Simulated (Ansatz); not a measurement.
# Y2Ti2O7 (Fd-3m): converging the G0W0 gap

Wanted: a G0W0 gap for Y2Ti2O7 (Fd-3m) that is converged in bands and cutoff, or an estimate of the limit.

Method: G0W0 on LDA, plane waves, PAW, in Ansatz 0.2.0.

Most raw output is cut from this account.

## (1) The structure

It takes space group Fd-3m (No. 227, cubic). The conventional cell has a = 10.099 Å, b = 10.099 Å, c = 10.099 Å, α = 90.00°, β = 90.00°, γ = 90.00°. Y has 8 O at 2.19 to 2.48 Å nearest. Nearest to Ti lie 6 O at 1.96 Å. Nearest to O lie 2 Ti at 1.96 Å and 2 Y at 2.48 Å. O has 4 Y at 2.19 Å nearest. Farther neighbours and most contacts between anions are not listed.

Coordinates:

```xyz
22
Lattice="0.0000 5.0493 5.0493 5.0493 0.0000 5.0493 5.0493 5.0493 0.0000" Properties=species:S:1:pos:R:3 pbc="T T T"
Y     1.2623    1.2623    1.2623
Y     1.2623    3.7870    3.7870
Y     3.7870    3.7870    1.2623
Y     3.7870    1.2623    3.7870
Ti    6.3116    6.3116    6.3116
Ti    6.3116    3.7870    3.7870
Ti    3.7870    3.7870    6.3116
Ti    3.7870    6.3116    3.7870
O     9.6396    7.5739    7.5739
O     5.0493    7.1149    5.0493
O     5.5083    7.5739    7.5739
O     5.0493    2.9837    5.0493
O     7.5739    9.6396    7.5739
O     5.0493    5.0493    7.1149
O     7.5739    5.5083    7.5739
O     5.0493    5.0493    2.9837
O     2.9837    5.0493    5.0493
O     7.5739    7.5739    9.6396
O     7.1149    5.0493    5.0493
O     7.5739    7.5739    5.5083
O     0.0000    0.0000    0.0000
O     2.5246    2.5246    2.5246
```

Geometry: measured cell, ions relaxed with LDA. The runs that relaxed it are not among those shown. The default PAW set here is soft_2. Its files were made with PBE.

## (2) 159 empty bands, screening to 42 eV

Now the one-shot GW correction: screening in the RPA, then the self-energy of the levels asked for.

input.yaml

```yaml
crystal:
  lattice:
    - [0.0, 5.0493, 5.0493]
    - [5.0493, 0.0, 5.0493]
    - [5.0493, 5.0493, 0.0]
  atoms:
    - { symbol: "Y", position: [0.125, 0.125, 0.125] }
    - { symbol: "Y", position: [0.625, 0.125, 0.125] }
    - { symbol: "Y", position: [0.125, 0.125, 0.625] }
    - { symbol: "Y", position: [0.125, 0.625, 0.125] }
    - { symbol: Ti, position: [0.625, 0.625, 0.625] }
    - { symbol: Ti, position: [0.125, 0.625, 0.625] }
    - { symbol: Ti, position: [0.625, 0.625, 0.125] }
    - { symbol: Ti, position: [0.625, 0.125, 0.625] }
    - { symbol: O, position: [0.5454541437, 0.9545458563, 0.9545458563] }
    - { symbol: O, position: [0.7045458563, 0.2954541437, 0.7045458563] }
    - { symbol: O, position: [0.9545458563, 0.5454541437, 0.5454541437] }
    - { symbol: O, position: [0.2954541437, 0.7045458563, 0.2954541437] }
    - { symbol: O, position: [0.9545458563, 0.5454541437, 0.9545458563] }
    - { symbol: O, position: [0.7045458563, 0.7045458563, 0.2954541437] }
    - { symbol: O, position: [0.5454541437, 0.9545458563, 0.5454541437] }
    - { symbol: O, position: [0.2954541437, 0.2954541437, 0.7045458563] }
    - { symbol: O, position: [0.7045458563, 0.2954541437, 0.2954541437] }
    - { symbol: O, position: [0.9545458563, 0.9545458563, 0.5454541437] }
    - { symbol: O, position: [0.2954541437, 0.7045458563, 0.7045458563] }
    - { symbol: O, position: [0.5454541437, 0.5454541437, 0.9545458563] }
    - { symbol: O, position: [0.0, 0.0, 0.0] }
    - { symbol: O, position: [0.25, 0.25, 0.25] }
kpoints:
  mp_grid: { grid: [2, 2, 2] }
hamiltonian:
  xc: lda
scf:
  occupations: { method: fixed }
gw:
  n_empty_bands: 159
  ecut_chi: 42
  qp_bands: [v4, c4]
  qp_kpoints: band_edges
  screening: { model: contour_deformation }
```

On the command line:

```console
> ansatz run input.yaml --threads 24 --pin off --max-ram 82944MiB --backend cuda --events-out ev --progress --plain --runs-dir out --devices 1 --max-vram 78GiB
```

Elapsed: 2.1 s, on 1 × NVIDIA GB200 (shared by 2 runs) with 24 threads of Arm Neoverse V2, shared host; peak memory 1.4 GiB; 4.8 s of CPU time.

This step gave:

```
bands summed                                 : 247
RPA ε∞ on this mesh (eigenvalues)            : 6.299, 6.299, 6.299
plane waves in the screening matrix          : 169
q-points in the mesh                         : 8
G0W0 gap on the mesh                         : 4.922 eV
k of the valence top                         : 0, 0, 0
k of the conduction bottom                   : 0, 0, 0
starting gap on the mesh                     : 2.782 eV
Z at the valence top                         : 0.7463
Z at the conduction bottom                   : 0.7365
least direct G0W0 gap on the computed points : 4.922 eV
```

The gap on the mesh goes from 2.78 eV to 4.92 eV, a correction of +2.14 eV, though a band edge has moved to another state. The program marks an edge row as in doubt.

## (3) 450 empty bands, screening to 84 eV

Bands and screening cutoff are moved together, since each hides the error of the other.

Changes to input.yaml since step 2:

```diff
@@ -35,4 +35,4 @@
 gw:
-  n_empty_bands: 159
-  ecut_chi: 42
+  n_empty_bands: 450
+  ecut_chi: 84
   qp_bands: [v4, c4]
```

Elapsed: 3.1 s, on 1 × NVIDIA GB200 (shared by 2 runs) with 24 threads; peak memory 1.6 GiB.

Numbers from this step:

```yaml
bands_summed: 538
rpa_eps_infinity_on_this_mesh_eigenvalues: 6.235, 6.235, 6.235
plane_waves_in_the_screening_matrix: 459
q_points_in_the_mesh: 8
g0w0_gap_on_the_mesh: 4.644 eV
k_of_the_valence_top: 0, 0, 0
k_of_the_conduction_bottom: 0, 0, 0
starting_gap_on_the_mesh: 2.782 eV
z_at_the_valence_top: 0.7370
z_at_the_conduction_bottom: 0.7294
least_direct_g0w0_gap_on_the_computed_points: 4.644 eV
```

Against the run with 2×2×2 mesh, 159 empty bands, screening to 42 eV, the gap moves by −0.28 eV.

## (4) 968 empty bands, screening to 140 eV

Changes to input.yaml since step 3:

```diff
@@ -35,4 +35,4 @@
 gw:
-  n_empty_bands: 450
-  ecut_chi: 84
+  n_empty_bands: 968
+  ecut_chi: 140.0
   qp_bands: [v4, c4]
```

Elapsed: 4.5 s, on 1 × NVIDIA GB200 (shared by 2 runs) with 24 threads; peak memory 1.8 GiB; 12 s of CPU time.

Numbers from this step:

- bands summed: 1056
- RPA ε∞ on this mesh (eigenvalues): 6.174, 6.174, 6.174
- plane waves in the screening matrix: 941
- G0W0 gap on the mesh: 4.644 eV
- k of the valence top: 0, -0.5, -0.5
- k of the conduction bottom: 0, 0, 0
- starting gap on the mesh: 2.782 eV
- least direct G0W0 gap on the computed points: 4.650 eV

Against the run with 2×2×2 mesh, 450 empty bands, screening to 84 eV, the gap moves by −0.0002 eV.

## (5) Changing the frequency model: 2×2×2 mesh, 450 empty bands, screening to 84 eV, plasmon pole

A plasmon pole stands in for the full frequency dependence of the screening; this run shows what that costs in accuracy. Bands and cutoff differ from the step before, so it is read against an earlier run that matches them.

Changes to input.yaml since step 4:

```diff
@@ -35,6 +35,6 @@
 gw:
-  n_empty_bands: 968
-  ecut_chi: 140.0
+  n_empty_bands: 450
+  ecut_chi: 84
   qp_bands: [v4, c4]
   qp_kpoints: band_edges
-  screening: { model: contour_deformation }
+  screening: { model: godby_needs }
```

Run time: 3.3 s. Hardware: 1 × NVIDIA GB200 (shared by 2 runs) with 24 threads; peak memory 1.7 GiB; 13 s of CPU time.

This step gave:

```
bands summed                                 : 538
plasmon-pole fit frequency                   : 30.70 eV
RPA ε∞ on this mesh (eigenvalues)            : 6.235, 6.235, 6.235
plane waves in the screening matrix          : 459
G0W0 gap on the mesh                         : 4.752 eV
k of the valence top                         : 0, 0, 0
k of the conduction bottom                   : 0, 0, 0
starting gap on the mesh                     : 2.782 eV
least direct G0W0 gap on the computed points : 4.752 eV
```

Against the run with 2×2×2 mesh, 450 empty bands, screening to 84 eV, the gap moves by +0.11 eV.

## (6) The runs together

Times are wall times on 1 × NVIDIA GB200 (shared by 2 runs) with 24 threads of Arm Neoverse V2, shared host, good to a factor of about two.

| mesh | files | frequency | bands summed | cutoff (eV) | start (eV) | G0W0 (eV) | time | host memory (GiB) |
| --- | --- | --- | --- | --- | --- | --- | --- | --- |
| 2×2×2 | default PAW | contour deformation | 247 | 42 | 2.782 | 4.922 | 2.1 s | 1.4 |
| 2×2×2 | default PAW | contour deformation | 538 | 84 | 2.782 | 4.644 | 3.1 s | 1.6 |
| 2×2×2 | default PAW | contour deformation | 1056 | 140 | 2.782 | 4.644 | 4.5 s | 1.8 |
| 2×2×2 | default PAW | plasmon pole | 538 | 84 | 2.782 | 4.752 | 3.3 s | 1.7 |

The parts of the quasiparticle energy at the two band edges (eV; QP = start + Σx + Σc − Vxc):

| run | edge | start | Σx | Σc | Vxc | Z | QP |
| --- | --- | --- | --- | --- | --- | --- | --- |
| 247 bands | valence top | 9.25 | -26.50 | 4.91 | -21.75 | 0.75 | 9.41 |
| 247 bands | conduction bottom | 12.22 | -12.86 | -6.07 | -21.04 | 0.74 | 14.34 |
| 538 bands | valence top | 9.25 | -26.50 | 4.76 | -21.75 | 0.74 | 9.27 |
| 538 bands | conduction bottom | 12.22 | -12.86 | -6.50 | -21.04 | 0.73 | 13.91 |
| 1056 bands | valence top | 9.26 | -26.07 | 4.53 | -21.27 | 0.73 | 8.99 |
| 1056 bands | conduction bottom | 12.04 | -13.49 | -7.23 | -22.30 | 0.73 | 13.63 |

 Where G0W0 reorders the edges (247 bands and 538 bands), the two states listed lie further apart at the start than the starting gap.

## (7) Summary of results

| Quantity | Value |
| --- | --- |
| 247 bands, 42 eV | 4.922 eV |
| 538 bands, 84 eV | 4.644 eV |
| 1056 bands, 140 eV | 4.644 eV |
| mesh and start | 2×2×2, LDA |

**Reading.** From 247 to 1056 bands the gap moves by −0.28 eV while the time grows 2.1-fold. The states at the edges change along the series or lie close to crossing, so no limit is drawn from it. The plasmon-pole model gives +0.11 eV against contour deformation, 6 % of the correction, and saved no time in this program. The 2×2×2 mesh is coarse for this cell (its supercell is 14 Å along the shortest edge). The RPA ε∞ on it, from the LDA start, is 6.17; such meshes misread the long-range screening, most where the gap is narrow. The many-body steps are scalar-relativistic: spin-orbit coupling is not in them.

[Paths, hosts, dates, memory and timing lines, banners, echoed tables and standing remarks are left out of the program output.]

[Logs are printed without paths, hosts, clocks, repeated set-up lines and the standing remarks that a program may print on its own settings, such as how far it seeks lower states.]

[Runs of the session that timed out or met a known fault of the program may be left out.]

[Cells called generated may have been cut or substituted from an entry of the Crystallography Open Database or the Materials Project.]

[Hosts, paths, dates, database ids (printed as entryN), source tags and the programs' standing remarks are cut or masked in the printed files.]
